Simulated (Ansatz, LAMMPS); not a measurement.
# Convergence of a linear-scaling basis for glassy 40SiO2-31B2O3-14Al2O3-14K2O (mol %) (137 atoms), part 2 of 2

Aim: test how closely localised support functions follow the reference on glassy 40SiO2-31B2O3-14Al2O3-14K2O (mol %) (137 atoms), and at what cost. A setting counts as converged where the r.m.s. difference of forces stays under 1 % of the r.m.s. force.

Ansatz 0.2.0; Kohn-Sham DFT, PBE, PAW (set soft_2), plane waves.

The cell: 14 Si, 22 B, 10 Al, 10 K and 81 O. The quench rate of 100 K/ps far exceeds what a furnace or splat quench reaches. The network of bonds at the start is that of the classical potential that made the cell. Sampling is at Γ alone, for a cell whose shortest periodic width is 12 Å.

So far. Step 4 (Support functions medium): Forces differ from the reference by 1.2 meV/Å r.m.s., 0.13 % of their size, well within a tolerance of 1 %; the energy by -4.7 meV/atom. It took roughly 3.6 times the reference's time (one timing each, with unlike analyses asked), in 15 cycles against 11.

**5. Support functions low**

With localised support functions most steps grow linearly with size, though the diagonalisation grows faster unless the density matrix is cut; this run measures error and cost at this size.

This step: Kohn-Sham DFT, PBE, PAW (set soft_2), localised support functions (low) (Ansatz 0.2.0).

Input file input.yaml:

```yaml
crystal:
  lattice:
    - [12.27928, 0.0, 0.0]
    - [0.0, 12.27928, 0.0]
    - [0.0, 0.0, 12.27928]
  atoms:
    [... the 137 atom lines of step 3 ...]
kpoints:
  mp_grid: { grid: [1, 1, 1] }
hamiltonian:
  xc: pbe
scf:
  occupations: { method: fermi_dirac, width: 0.025 }
  eigensolver: { kind: { support_functions: { accuracy: low } } }
  max_iter: 150
output:
  forces: true
  eigenvalues: true
```

Launch:

```sh
ansatz run input.yaml --threads 4 --pin off --max-ram 8192MiB --backend cpu --events-out ev --progress --plain --runs-dir out
```

Log:

```text
[...]
Crystal: 137 atoms, lattice volume = 1851.479 Å³
Basis set: ecut = 420 eV, 36257 PW (Γ), exchange–correlation on 180×180×180 points (8 copies of the dense FFT grid, shifted against one another)
Bands: 437, of which v1, the nominal top of the filled ones, is band 364 counted from 1 (363 counted from 0)
Symmetry: 1 space group operations
k-points: 1
[...]
SCF iter   1: F=—  HF=-79157.947966 eV  |F-HF|=—  |Δ(HF+E_count)|=         —  Δρ=9.56e-2  dr2=1.72e2  ethr=1.00e-1
[...]
SCF iter  12: F=—  HF=-79178.284984 eV  |F-HF|=—  |Δ(HF+E_count)|=   3.60e-3  Δρ=4.30e-5  dr2=7.98e-5  ethr=3.38e-8  κ⁻¹=6.3e-5(r=7)
SCF iter  13: F=-79178.287834 eV  HF=-79178.287835 eV  |F-HF|=1.15e-7  |Δ(HF+E_count)|=   2.85e-3  Δρ=1.76e-5  dr2=1.16e-5  ethr=1.10e-8
SCF 1 converged in 13 iterations: F = -79178.324485 eV  dr2 = 1.16e-5
[...]
SCF converged after 13 iterations
[...]
Free energy (F): -79178.324485 eV
[...]
Internal energy: -79178.324485 eV  (E = F + TS)
E sigma→0 (E₀):  -79178.324485 eV
Fermi energy:    4.451350 eV
[...]
Σ components = -79178.324485   (vs F -79178.324485, Δ=0.00e0)
--- Forces (eV/Å), atoms counted from 1 ---
  atom   1  Si    -0.39005969    -0.74099514    -0.43716580
  atom   2  Si    -0.61562295     0.08110038     0.21149258
  atom   3  Si    -1.30385702    -0.15786736    -1.00185756
  atom   4  Si     0.85830266     0.91815853    -0.39526424
[...]
atom 137  O     -1.03934529    -0.85122879    -0.43720060
  max |Σ_I F_I| component: 5.42e-3 eV/Å
--- Band table (eV) ---
[...]
```

Run time: 2.3 min. Hardware: 4 threads of Arm Neoverse V2, shared host; peak memory 5.2 GiB; 9.2 min of CPU time.

Keys that differ from the reference: support_functions.accuracy = "low" and scf.max_iter = 150.

Forces differ from the reference by 1.3 meV/Å r.m.s., 0.13 % of their size, well within a tolerance of 1 %; the energy by -4.7 meV/atom. It took roughly 3.2 times the reference's time (one timing each, with unlike analyses asked), in 13 cycles against 11.

**6. Support functions medium, radius 3.49 Å**

The radius confines each support function; a larger one gives more freedom and more work per atom. Besides, the program derives a nominal cutoff of 464 eV for this run, against the reference's 420.

This step: Kohn-Sham DFT, PBE, PAW (set soft_2), localised support functions (medium) (Ansatz 0.2.0).

input.yaml, the sections that differ from step 5:

```yaml
scf:
  occupations: { method: fermi_dirac, width: 0.025 }
  eigensolver: { kind: { support_functions: { accuracy: medium, radius: 3.49 } } }
  max_iter: 150
# crystal, kpoints, hamiltonian, output: as in step 5
```

Log:

```text
[...]
Crystal: 137 atoms, lattice volume = 1851.479 Å³
Basis set: ecut = 464 eV, 42115 PW (Γ), exchange–correlation on 180×180×180 points (8 copies of the dense FFT grid, shifted against one another)
Bands: 437, of which v1, the nominal top of the filled ones, is band 364 counted from 1 (363 counted from 0)
Symmetry: 1 space group operations
k-points: 1
[...]
SCF iter   1: F=—  HF=-79156.700807 eV  |F-HF|=—  |Δ(HF+E_count)|=         —  Δρ=9.55e-2  dr2=1.71e2  ethr=1.00e-1
[...]
SCF iter  14: F=—  HF=-79178.277851 eV  |F-HF|=—  |Δ(HF+E_count)|=   2.70e-3  Δρ=9.25e-6  dr2=3.03e-6  ethr=1.80e-9  κ⁻¹=2.2e-5(r=7)
SCF iter  15: F=-79178.277851 eV  HF=-79178.277851 eV  |F-HF|=2.22e-7  |Δ(HF+E_count)|=   6.95e-7  Δρ=4.23e-6  dr2=9.23e-7  ethr=4.17e-10
SCF 1 converged in 15 iterations: F = -79178.325202 eV  dr2 = 9.23e-7
[...]
SCF converged after 15 iterations
[...]
Free energy (F): -79178.325202 eV
[...]
Internal energy: -79178.325202 eV  (E = F + TS)
E sigma→0 (E₀):  -79178.325202 eV
Fermi energy:    4.451407 eV
[...]
Σ components = -79178.325202   (vs F -79178.325202, Δ=0.00e0)
--- Forces (eV/Å), atoms counted from 1 ---
  atom   1  Si    -0.38993007    -0.74207869    -0.43700610
  atom   2  Si    -0.61605567     0.08197103     0.21187950
  atom   3  Si    -1.30395063    -0.15781524    -1.00147791
  atom   4  Si     0.85806209     0.91812489    -0.39545910
[...]
atom 137  O     -1.03919552    -0.85129253    -0.43716938
  max |Σ_I F_I| component: 5.61e-3 eV/Å
--- Band table (eV) ---
[...]
```

It took 2.5 min on 4 threads; peak memory 5 GiB; 9.9 min of CPU time.

Keys that differ from the reference: support_functions.accuracy = "medium", support_functions.radius = 3.49 and scf.max_iter = 150.

Forces differ from the reference by 1.3 meV/Å r.m.s., 0.14 % of their size, well within a tolerance of 1 %; the energy by -4.7 meV/atom. It took roughly 3.4 times the reference's time (one timing each, with unlike analyses asked), in 15 cycles against 11.

**7. Support functions medium, radius 3.78 Å**

The radius confines each support function; a larger one gives more freedom and more work per atom. Besides, the program derives a nominal cutoff of 464 eV for this run, against the reference's 420.

input.yaml, the sections that differ from step 6:

```yaml
scf:
  occupations: { method: fermi_dirac, width: 0.025 }
  eigensolver: { kind: { support_functions: { accuracy: medium, radius: 3.78 } } }
  max_iter: 150
# crystal, kpoints, hamiltonian, output: as in step 6
```

Log:

```text
[...]
Crystal: 137 atoms, lattice volume = 1851.479 Å³
Basis set: ecut = 464 eV, 42115 PW (Γ), exchange–correlation on 180×180×180 points (8 copies of the dense FFT grid, shifted against one another)
Bands: 437, of which v1, the nominal top of the filled ones, is band 364 counted from 1 (363 counted from 0)
Symmetry: 1 space group operations
k-points: 1
[...]
SCF iter   1: F=—  HF=-79159.100724 eV  |F-HF|=—  |Δ(HF+E_count)|=         —  Δρ=9.57e-2  dr2=1.72e2  ethr=1.00e-1
[...]
SCF iter  14: F=—  HF=-79178.299907 eV  |F-HF|=—  |Δ(HF+E_count)|=   1.83e-3  Δρ=9.88e-6  dr2=2.83e-6  ethr=1.59e-9  κ⁻¹=3.0e-5(r=7)
SCF iter  15: F=-79178.299908 eV  HF=-79178.299908 eV  |F-HF|=1.16e-7  |Δ(HF+E_count)|=   4.74e-7  Δρ=4.09e-6  dr2=8.77e-7  ethr=3.88e-10
SCF 1 converged in 15 iterations: F = -79178.324713 eV  dr2 = 8.77e-7
[...]
SCF converged after 15 iterations
[...]
Free energy (F): -79178.324713 eV
[...]
Internal energy: -79178.324713 eV  (E = F + TS)
E sigma→0 (E₀):  -79178.324713 eV
Fermi energy:    4.451369 eV
[...]
Σ components = -79178.324713   (vs F -79178.324713, Δ=0.00e0)
--- Forces (eV/Å), atoms counted from 1 ---
  atom   1  Si    -0.38970977    -0.74072902    -0.43601870
  atom   2  Si    -0.61539960     0.08119387     0.21105945
  atom   3  Si    -1.30366930    -0.15764496    -1.00207360
  atom   4  Si     0.85794354     0.91809843    -0.39555677
[...]
atom 137  O     -1.03938464    -0.85102637    -0.43691832
  max |Σ_I F_I| component: 2.57e-3 eV/Å
--- Band table (eV) ---
[...]
```

The job ended after 3 min (4 threads; peak memory 5.5 GiB).

Keys that differ from the reference: support_functions.accuracy = "medium", support_functions.radius = 3.78 and scf.max_iter = 150.

Forces differ from the reference by 1.2 meV/Å r.m.s., 0.12 % of their size, well within a tolerance of 1 %; the energy by -4.7 meV/atom. It took roughly 4.0 times the reference's time (one timing each, with unlike analyses asked), in 15 cycles against 11.

**8. Cost against change**

Each row is set against the plane-wave reference (Kohn-Sham DFT, PBE, PAW (set soft_2), plane waves; r.m.s. force component 0.960 eV/Å). Energies are set beside the reference only for runs with its functional, potentials and electron count. Times are for 4 threads of Arm Neoverse V2, shared host. The reference's time includes the DOS, the stress and grids, which some other runs skip.

```csv
run,"Δ force, r.m.s. (meV/Å)",share of r.m.s. force (%),Δ energy (meV/atom),Δ gap (eV),cycles,time,host memory (GiB)
reference,-,-,-,-,11,44 s,2.8
support functions medium,1.25,0.13,-4.70,-0.0016,15,2.6 min,5.2
support functions low,1.28,0.133,-4.69,-0.0015,13,2.3 min,5.2
"support functions medium, radius 3.49 Å",1.32,0.137,-4.70,-0.0023,15,2.5 min,5.0
"support functions medium, radius 3.78 Å",1.18,0.123,-4.69,-0.0011,15,3 min,5.5
```

**9. The reference in detail**

With the settings judged, the reference run is read for its physics.

Length of the force by element and coordination:

```csv
element,coordination,atoms,mean length of the force (eV/Å),spread,least,most
Al,all,10,1.48,0.385,0.907,2.22
B,all,22,2.27,0.828,1.03,4.49
K,all,10,1.12,0.386,0.282,1.77
O,all,81,1.29,0.491,0.398,2.59
Si,all,14,1.91,0.698,0.656,2.97
```

Löwdin charges by element and coordination (they lack the spilled electrons, 0.051 e an atom on average):

```csv
element,coordination,atoms,mean charge (e),spread,least,most
Al,all,10,1.37,0.0316,1.31,1.42
B,all,22,0.610,0.0311,0.558,0.686
K,all,10,0.884,0.0119,0.870,0.903
O,all,81,-0.660,0.103,-0.875,-0.426
Si,all,14,1.75,0.0261,1.70,1.80
```

States in the cell by windows of 1 eV, zero at the Fermi level; the larger projections on atomic orbitals stand beside the total:

```csv
from (eV),to (eV),total,O p,B p,O s,K p
-18,-17,17.0,0.2,2.3,12.8,0.0
-17,-16,12.0,0.0,0.0,0.0,11.9
-16,-15,24.0,0.0,0.0,0.0,23.8
-15,-14,15.4,0.0,0.0,0.0,15.3
-14,-13,8.6,0.0,0.0,0.0,8.5
-13,-12,0.1,0.0,0.0,0.0,0.0
-12,-11,6.0,4.1,0.4,0.2,0.0
-11,-10,13.5,9.3,0.7,0.4,0.0
-10,-9,21.4,15.0,1.3,0.7,0.0
-9,-8,35.5,25.8,2.9,0.8,0.0
-8,-7,35.9,26.4,3.9,0.7,0.0
-7,-6,49.1,36.9,5.3,1.5,0.0
-6,-5,50.1,39.6,4.4,1.8,0.0
-5,-4,57.4,49.4,2.9,1.6,0.0
-4,-3,81.3,74.4,1.6,1.4,0.0
-3,-2,74.7,70.6,0.8,0.7,0.0
-2,-1,50.8,48.5,0.5,0.4,0.0
-1,0,10.2,9.8,0.1,0.1,0.0
0,1,2.0,0.1,0.0,0.1,0.0
1,2,4.0,0.2,0.0,0.1,0.0
2,3,5.9,0.2,0.1,0.2,0.0
3,4,16.6,0.7,1.4,0.8,0.0
4,5,37.2,3.2,8.0,2.0,0.0
```

The curve was stored every 0.10 eV, coarse against its broadening of 0.08 eV, so these counts are rough.

Between -26 and -18 eV lie 145 more states.

The levels nearest the highest filled one (over half full), pooled over k-points and spins:

```csv
level less the highest filled one (eV),occupation
-0.373,2
-0.353,2
-0.321,2
-0.295,2
-0.215,2
0,2
1.23,0
2.07,0
2.27,0
3.13,0
3.34,0
3.54,0
```

Electrostatic potential energy in the ac plane at fractional y = 0.382, with atoms of Si and B and Al and K and O within 0.2 Å of it. With pseudopotentials it is smooth inside the atoms' cores, unlike the true potential.

Ten even steps from '0' (-36 eV) to '9' (10 eV), each cell a mean:
```
00389999888888888887788888899999883
66899999988888888888887767899999998
99999999999999999999988767889999999
99999999999889999999998888899999999
99999999983127999999999999999999999
99999999861006889999999999988789999
99999998876457778657999999975357999
99999999888887775002799999974137899
99999999999998887214767789987668899
99999999999999999987655689999888999
99999999999999999997655689999998877
69999999999999999998764589999998300
69999997469999866898850159999998301
99999985358999733676664589999999978
99999887789999987656657899999999999
99999888899999998557656899999999999
99878889999999998755568999999999999
76312689999999999888889999999889987
73000278999999999999999999877667887
85100479999999998888889999976555789
98534789999888888754578999986556799
98200599988888887300047899998876689
66201699988888876200037889999960037
00368999888888887632467888999972133
```
Columns run along a (12.3 Å; values clipped at the 3rd and 97th percentile), rows up along c (12.3 Å). Atoms in or near the plane, at fractional coordinates: Si at (0.09, 0.21), B at (0.02, 0.99), Al at (0.56, 0.36), K at (0.55, 0.07), O at (0.52, 0.67), O at (0.96, 0.49), O at (0.32, 0.77), O at (0.91, 0.04), O at (0.10, 0.08).

Valence density in the ac plane at fractional y = 0.382, with atoms of Si and B and Al and K and O within 0.2 Å of it. It is the smooth field of the valence electrons, not physical close to the nuclei.

Values in e/Å³, 13 rows by 16 columns, each cell a mean:
```
0.5 0.3 0.0 0.0 0.0 0.0 0.0 0.0 0.1 0.1 0.2 0.3 0.1 0.1 0.3 0.4
0.2 0.1 0.0 0.0 0.1 0.1 0.0 0.0 0.0 0.0 0.2 0.3 0.1 0.0 0.0 0.1
0.0 0.0 0.0 0.1 1.4 3.5 0.5 0.1 0.0 0.0 0.0 0.0 0.0 0.1 0.1 0.0
0.0 0.0 0.0 0.1 1.0 2.0 0.4 0.7 1.9 0.3 0.0 0.1 0.2 0.5 0.3 0.1
0.0 0.0 0.0 0.0 0.1 0.1 0.1 1.3 4.0 0.7 0.1 0.3 0.4 0.7 0.5 0.1
0.2 0.0 0.0 0.0 0.1 0.1 0.1 0.1 0.2 0.2 0.2 0.2 0.1 0.1 0.3 0.7
0.8 0.0 0.1 0.8 0.7 0.1 0.3 0.8 0.2 0.6 2.5 0.6 0.0 0.1 1.3 4.9
0.1 0.0 0.2 1.2 1.0 0.1 0.6 1.8 0.4 0.4 1.2 0.3 0.0 0.0 0.2 0.6
0.1 0.1 0.1 0.2 0.1 0.0 0.1 0.2 0.1 0.1 0.1 0.0 0.0 0.0 0.0 0.1
0.7 0.2 0.3 0.2 0.1 0.0 0.0 0.0 0.1 0.1 0.1 0.1 0.4 0.2 0.2 0.8
0.4 0.4 0.3 0.1 0.0 0.0 0.0 0.0 0.1 0.1 0.0 0.1 0.6 0.3 0.2 0.4
0.5 3.7 1.6 0.1 0.0 0.0 0.0 0.3 2.4 1.8 0.1 0.0 0.1 0.3 1.1 0.5
0.7 2.3 0.9 0.1 0.0 0.0 0.0 0.3 2.3 1.7 0.1 0.0 0.0 0.5 4.0 2.0
```
Columns run along a (12.3 Å), rows up along c (12.3 Å). Atoms in or near the plane, at fractional coordinates: Si at (0.09, 0.21), B at (0.02, 0.99), Al at (0.56, 0.36), K at (0.55, 0.07), O at (0.52, 0.67), O at (0.96, 0.49), O at (0.32, 0.77), O at (0.91, 0.04), O at (0.10, 0.08).

Mean Löwdin charges: Al +1.37, B +0.61, K +0.88, O -0.66, Si +1.75 e (they miss 0.96 % of the electrons, so they add up to more than the cell's charge).

**10. Structure statistics**

Bonds and neighbours are counted at the geometry of the runs.

Density 2.32 g/cm³, 13.51 Å³ an atom.

Pair distribution functions g(r), in bins of 0.2 Å:

```csv
r (Å),total,O-O,O-B,O-Si,O-Al,O-K,B-B
1.30,1.75,0.00,9.20,0.00,0.00,0.00,0.00
1.50,1.07,0.00,5.63,0.00,0.00,0.00,0.00
1.70,2.56,0.00,0.00,13.67,10.45,0.00,0.00
1.90,0.12,0.00,0.00,0.00,1.36,0.00,0.00
2.10,0.00,0.00,0.00,0.00,0.00,0.00,0.00
2.30,0.52,1.44,0.00,0.00,0.00,0.00,0.00
2.50,0.91,2.32,0.26,0.00,0.28,0.00,0.00
2.70,1.34,2.67,0.23,0.25,0.12,0.36,2.40
2.90,1.21,1.71,0.38,0.37,0.53,0.85,0.00
3.10,1.03,0.92,0.85,0.61,1.33,2.00,0.00
3.30,0.98,0.66,1.35,1.18,1.09,1.43,1.40
3.50,0.99,0.74,1.46,1.32,1.04,1.10,0.24
3.70,1.09,0.57,1.84,1.29,1.33,1.05,1.36
3.90,1.19,0.77,1.55,1.92,1.39,0.65,1.39
4.10,1.21,0.72,1.68,1.71,1.72,0.97,1.63
4.30,1.04,0.89,1.05,1.62,1.24,0.64,1.48
4.50,0.94,1.15,0.61,0.80,0.76,0.77,1.06
4.70,1.07,1.53,0.64,0.56,0.62,0.98,1.66
4.90,0.93,1.27,0.53,0.68,0.73,1.13,0.77
5.10,1.00,1.24,0.90,0.55,0.91,1.30,1.05
5.30,0.97,1.09,0.95,0.97,0.78,0.91,0.98
5.50,0.93,0.90,0.92,0.84,0.94,1.18,1.02
5.70,0.89,0.80,1.13,0.98,1.06,0.65,0.47
5.90,0.94,0.75,1.11,1.14,1.10,0.91,0.53
```

Local excerpt of 13 atoms (numbers count through the whole input) about B16, which bears the longest force; x, y, z are measured from there.

```csv
atom,x,y,z,distance (Å),Löwdin charge (e),Fx,Fy,Fz (eV/Å)
B16,0.00,0.00,0.00,0.00,0.66,2.35,-3.16,2.16
O58,0.58,-0.91,-0.88,1.39,-0.56,-1.36,2.02,-0.59
O130,0.06,-0.24,1.37,1.39,-0.57,-0.56,1.20,-1.01
O114,-0.90,0.98,-0.46,1.40,-0.59,0.66,0.07,-0.67
O108,1.80,1.78,0.02,2.54,-0.59,-0.89,0.47,-0.74
Al45,-1.86,0.23,-1.82,2.61,1.37,-1.18,-1.13,-0.48
Si9,-1.63,2.16,0.44,2.75,1.80,-1.18,2.39,1.30
Si8,1.26,-2.40,-0.74,2.81,1.74,0.75,-0.79,2.00
Si5,0.37,-1.14,2.68,2.94,1.78,-1.37,-1.77,-1.16
O70,-2.61,-1.04,-0.92,2.96,-0.63,-0.60,-1.22,0.57
O92,1.94,-2.36,0.76,3.15,-0.65,-0.25,-0.29,-0.17
O88,-1.07,2.41,1.93,3.27,-0.75,-0.41,-0.69,-0.10
B34,1.71,2.56,-1.14,3.28,0.63,1.68,-0.38,-1.50
```

**11. Outcome**

```
free energy per atom                             : -577.9393 eV/atom
pressure                                         : 0.03004 GPa
r.m.s. force component                           : 0.9597 eV/Å
gap (highest filled to lowest empty level) : 1.232 eV
wall time of the 5 DFT runs                      : 11 min
```

What this shows: Against plane waves at 420 eV, the forces differ by 1.2 meV/Å (0.13 %) with support functions medium. At 137 atoms the fastest of the runs at a preset level, support functions low, takes roughly 3.2 times the time of plane waves (whose run also made extra analyses), in 13 SCF cycles against 11. Differences between support functions and plane waves include what basis error the plane-wave run still has. The force difference hardly changes among these support-function runs, which points to the basis of the plane-wave reference as its main source.

The highest filled and lowest empty levels differ by 1.23 eV (at Γ alone); a semilocal functional tends to put such gaps too low. In a disordered cell it changes from sample to sample, and tail or defect levels can set it.

What to keep in mind: The geometry was minimised with a classical potential and isn't relaxed at this level: its force components are 0.96 eV/Å r.m.s.

[Long decimals in the printed logs are rounded to 6 places.]

[Logs are printed without paths, hosts, clocks, repeated set-up lines and the standing remarks that a program may print on its own settings, such as how far it seeks lower states.]

[Hosts, paths, dates, database ids (printed as entryN), source tags and the programs' standing remarks are cut or masked in the printed files.]
